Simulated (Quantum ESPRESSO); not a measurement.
Consider GdAl (Pm-3m).

```
Gd Al
1.0
     3.62796    0.00000    0.00000
     0.00000    3.62796    0.00000
     0.00000    0.00000    3.62796
Gd Al
1 1
Direct
  0.00000 0.00000 0.00000
  0.50000 0.50000 0.50000
```

Absorber: atom 2, with 8 Gd at 3.14 Å and 6 Al at 3.63 Å (cube and octahedron, as in bcc, site symmetry m-3m). Method: Quantum ESPRESSO XSpectra, LDA, excited-electron core hole (neutral cell), 8-atom cell with 6.3 Å between holes, 6×6×6 k points, dipole transitions, Lorentzian half width 0.3 eV up to 4 eV, rising linearly to 2.5 eV at 25 eV, without spin-orbit coupling.

**Question.** What does the Al K edge look like?

Main maxima up to 24 eV above the zero (height): 0.5 eV (1.39), 6.4 eV (1.67) and 18.3 eV (1.04). A K edge sees empty p states on the absorber. The total-energy difference is 1563.27 eV. One term is added: -13.88 eV, since the hole is spin-paired here and a spin-polarised one costs that much less in the free atom (computed apart). The photon energy is then 1549.39 eV. The tabulated edge of the element is 1559 eV. The functional leaves an error in such absolute values: in the free atom LDA prices this hole 7.2 eV below PBE (computed apart), and PBE is itself good to a few eV.

The Al K spectrum (energy from the energy zero of the input (xe0, at the border of filled and empty states); intensity scaled to a mean of 1 over the first 20 eV; the points at xe0, where the cut of filled states can leave a spike, are interpolated):

```csv
E (eV),intensity
-2.00,0.05
-1.25,0.09
-0.50,0.21
0.25,1.13
1.00,1.23
1.75,0.65
2.50,0.47
3.25,0.47
4.00,0.89
4.75,1.21
5.50,1.53
6.25,1.65
7.00,1.61
7.75,1.42
8.50,1.10
9.25,1.04
10.00,0.99
10.75,0.95
11.50,0.85
12.25,0.78
13.00,0.77
13.75,0.75
14.50,0.74
15.25,0.77
16.00,0.86
16.75,0.97
17.50,1.03
18.25,1.04
19.00,1.04
19.75,1.03
20.50,1.00
21.25,0.98
22.00,0.96
22.75,0.94
23.50,0.93
24.25,0.91
25.00,0.90
25.75,0.88
26.50,0.85
27.25,0.82
28.00,0.79
28.75,0.78
29.50,0.78
30.25,0.78
31.00,0.80
31.75,0.83
```

The run has no spin polarisation, although Gd can carry a moment. Lanthanide 4f electrons are frozen in the core. The holes are only 6.3 Å apart, so the shape is probably not converged with cell size; no larger cell was run here. Lifetime broadening is put in by hand, and intensities beyond about 20 eV depend on it and on the partial waves. The structure is a computed Materials Project entry and may be a hypothetical form.

[Banner, clock and machine lines of the logs are left out without a mark of their own.]

[Logs are printed without paths, hosts, clocks, repeated set-up lines and the standing remarks that a program may print on its own settings, such as how far it seeks lower states.]

[Hosts, paths, dates, database ids (printed as entryN), source tags and the programs' standing remarks are cut or masked in the printed files.]

[Lists of maxima count a maximum above −3 eV only where it reaches 4 % of the highest in the window and stands out from its surroundings by 2 % of it (1.5 % where it reaches 55 %); shoulders and weaker maxima are passed over, and of the rest the first, up to two pre-edge ones and the few strongest are named.]
